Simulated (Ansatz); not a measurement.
# Decaying states in the gap of CdH2SeO, part 3 of 3

Aim: relax a made-up compound, CdH2SeO, and see how good a tunnel barrier it would be. It is built by putting Se for part of the O in the CdH2O2 structure of space group P1, with the volume rescaled by atomic radii. The parent structure comes from the Materials Project.

Ansatz 0.2.0; PBEsol DFT, plane waves, PAW files (the session's first sound run).

So far, gap on path (eV): step 3 (the bulk crystal and its band edges, PBEsol) 1.21; step 5 (r2SCAN, cutoff 500 eV) 1.74.

The structure was built from a prototype and need not be the compound's stable phase.

### Step 7. A repeat with changed settings

This step: PBEsol DFT, plane waves, PAW files; complex bands by layer matching along the plane's normal; changed: hamiltonian.hubbard = {"sites": [{"species": "Se", "l": "p", "u_eff": 40.0}]}, scf.max_iter = 50 (Ansatz 0.2.0).

This run repeats an earlier one, its twin (the complex run, plane (100)), with two settings changed (scf.max_iter, hamiltonian.hubbard.sites; files written aside). The setting was drawn as a possible misstep, on purpose. Where the input is shown as a difference, that is against the step before, not the twin.

The input, input.yaml:

```yaml
crystal:
  lattice:
    - [5.870528125, 0.0, 0.0]
    - [-2.743299787, 6.500899022, 0.0]
    - [-0.291659679, -0.515557344, 4.102478629]
  atoms:
    - { symbol: Cd, position: [0.2049600923, 0.3373350732, 0.1013097517] }
    - { symbol: Cd, position: [0.8031178232, 0.6717387393, 0.6969925963] }
    - { symbol: H, position: [0.6380994272, 0.0582871629, 0.9035521316] }
    - { symbol: H, position: [0.2915441387, 0.9698209003, 0.1892660838] }
    - { symbol: H, position: [0.3287506823, 0.5801155136, 0.6424576097] }
    - { symbol: H, position: [0.5377538, 0.1526049487, 0.3560232415] }
    - { symbol: Se, position: [0.8310795247, 0.0584245902, 0.6862145768] }
    - { symbol: O, position: [0.40592349, 0.1178443399, 0.1716365084] }
    - { symbol: O, position: [0.3988328717, 0.4741798411, 0.6493660537] }
    - { symbol: Se, position: [0.0518181499, 0.6438938908, 0.2139914463] }
kpoints:
  mp_grid: { grid: [4, 4, 6] }
scf:
  occupations: { method: fixed }
  max_iter: 50
hamiltonian:
  xc: pbesol
  hubbard: { sites: [{ species: Se, l: p, u_eff: 40.0 }] }
output:
  eigenvalues: true
  transmission:
    leads: [[0, 0]]
    kpoints: [[0.0, 0.0], [0.5, 0.0]]
    e_range: [-1.0, 2.21]
    de: 0.06
```

Launch:

```console
> ansatz run input.yaml --threads 2 --pin off --max-ram 4096MiB --backend cpu --events-out ev --progress --plain --runs-dir out
```

Numbers of over 12 decimals in the logs are rounded to 6 here.

What it wrote:

```text
Cd: projections on atomic orbitals take those of the free atom [Ar 3d10] 4s2 4p6 4d10 5s2, of charge +0.00 (hamiltonian.pseudopotentials.projection_atoms); the dataset's partial waves leave at most 1.3e-5 of an orbital's norm unspanned inside its sphere
H: projections on atomic orbitals take those of the free atom 1s1, of charge +0.00 (hamiltonian.pseudopotentials.projection_atoms); the dataset's partial waves leave at most 1.2e-11 of an orbital's norm unspanned inside its sphere
Se: projections on atomic orbitals take those of the free atom [Ar] 3d10 4s2 4p4, of charge +0.00 (hamiltonian.pseudopotentials.projection_atoms); the dataset's partial waves leave at most 2.3e-6 of an orbital's norm unspanned inside its sphere
O: projections on atomic orbitals take those of the free atom [He] 2s2 2p4, of charge +0.00 (hamiltonian.pseudopotentials.projection_atoms); the dataset's partial waves leave at most 1.9e-8 of an orbital's norm unspanned inside its sphere
[...]
Crystal: 10 atoms, lattice volume = 156.566 Å³
Basis set: ecut = 420 eV, 3041 PW (Γ)
Bands: 54, of which v1, the nominal top of the filled ones, is band 44 counted from 1 (43 counted from 0)
Symmetry: 1 space group operations
[...]
k-points: 52 of 96 (time reversal used)
[...]
SCF iter   1: F=—  HF=-28370.630639 eV  |F-HF|=—  |Δ(HF+E_count)|=         —  Δρ=8.76e-2  dr2=1.39e1  ethr=3.10e-3  ⟨swp⟩=5.0  Hψ=8620  notcnv=0  defer=413
[...]
SCF iter  12: F=-28384.988614 eV  HF=-28384.988614 eV  |F-HF|=1.29e-8  |Δ(HF+E_count)|=   1.29e-7  Δρ=4.96e-6  dr2=3.27e-8  ethr=1.14e-10  ⟨swp⟩=10.9  Hψ=11594  notcnv=0
SCF 1 converged in 12 iterations: F = -28384.988614 eV  dr2 = 3.27e-8
[...]
transmission: 6 of 12 steps passed
transmission: 12 of 12 steps passed
SCF converged after 12 iterations
Free energy (F): -28384.988614 eV
[...]
Internal energy: -28384.988614 eV  (E = F + TS)
E sigma→0 (E₀):  -28384.988614 eV
Fermi energy:    2.001618 eV
[...]
--- Band table (eV; the first three rows and the last of 52) ---
  k-point 0: bands = [... 40 lower, -0.7685, 0.4451, 1.6551, 1.9908, 6.3247, 7.3910, 8.3732, 10.2549, ... 6 higher]
  k-point 1: bands = [... 40 lower, -0.8122, 0.3449, 1.5810, 1.8778, 6.6747, 7.4124, 8.5296, 10.2814, ... 6 higher]
  k-point 2: bands = [... 40 lower, -0.9091, 0.1718, 1.4086, 1.6817, 7.2318, 7.5808, 8.4697, 9.9922, ... 6 higher]
  k-point 51: bands = [... 40 lower, -0.9278, 0.2567, 1.3713, 1.5593, 6.6638, 7.4275, 8.6221, 9.9467, ... 6 higher]
Occupation matrices written to <dir>
--- Transmission ---
  basis      : 333 plane waves across, 6 finite elements along
  points     : 2, as listed
[...]
channels       : 0.000000e0 a spin
[...]
slowest decay  : 0.4750 /Å at (0.0000, 0.0000)
```

Run time: 69 s. Hardware: 2 threads of Intel Xeon 6975P-C (Granite Rapids), shared host; peak memory 1.6 GiB; 2.3 min of CPU time.

Residual by cycle:

cycle, log10 residual and a bar from the least value:
```
        1        1.1 ##############################
        2        0.6 ############################
        3        0.6 ############################
        4       -0.6 ########################
        5       -1.3 ######################
        6       -1.8 ####################
        7       -3.0 ################
        8       -4.1 ############
        9       -5.3 ########
       10       -6.0 #####
       11       -6.8 ##
       12       -7.5
```

The run finished. A setting was moved off its sound value on purpose, so it serves as a test and not as the result.

The fault put into the input: an enormous or negative U (hamiltonian.hubbard).

The two runs compared:

```csv
quantity,this run,sound run,difference
Fermi energy (eV),2.0016,5.3100,-3.31
gap on the k-mesh (eV),4.3231,1.2060,3.12
level to which the leads are filled (eV from the Fermi level),2.1616,0.60301,1.56
"decay constant at the filling level, zone centre (Å⁻¹)",0.47503,0.11606,0.359
"decay constant at the filling level, slowest listed point (Å⁻¹)",0.475,0.1161,0.359
```

One result that differs is the decay constant at the filling level, zone centre, 0.475 Å⁻¹ against 0.116 Å⁻¹.

### Step 8. What came out

- band gap: 1.21 eV
- least decay constant at mid-gap, normal to (100): 0.116 Å⁻¹
- least decay constant, r2SCAN: 0.151 Å⁻¹

What this shows: With PBEsol, the slowest decay at the wavevectors tried is κ = 0.116 Å⁻¹, normal to (100). Through such a film the transmission near mid-gap falls as exp(−2κd), a factor of ten every 9.9 Å. A free electron under a barrier of half the gap would need a mass of 0.085 mₑ to decay at this rate. With r2SCAN the gap goes from 1.21 to 1.74 eV and the decay constant, over the first 2 listed wavevectors, from 0.116 to 0.151 Å⁻¹. The compound is made up by substitution; its stability against other phases and against distortions of the cell's symmetry was not tested. A semilocal functional narrows gaps, so real decay constants are likely larger.

[Logs are printed without paths, hosts, clocks, repeated set-up lines and the standing remarks that a program may print on its own settings, such as how far it seeks lower states.]

[Hosts, paths, dates, database ids (printed as entryN), source tags and the programs' standing remarks are cut or masked in the printed files.]
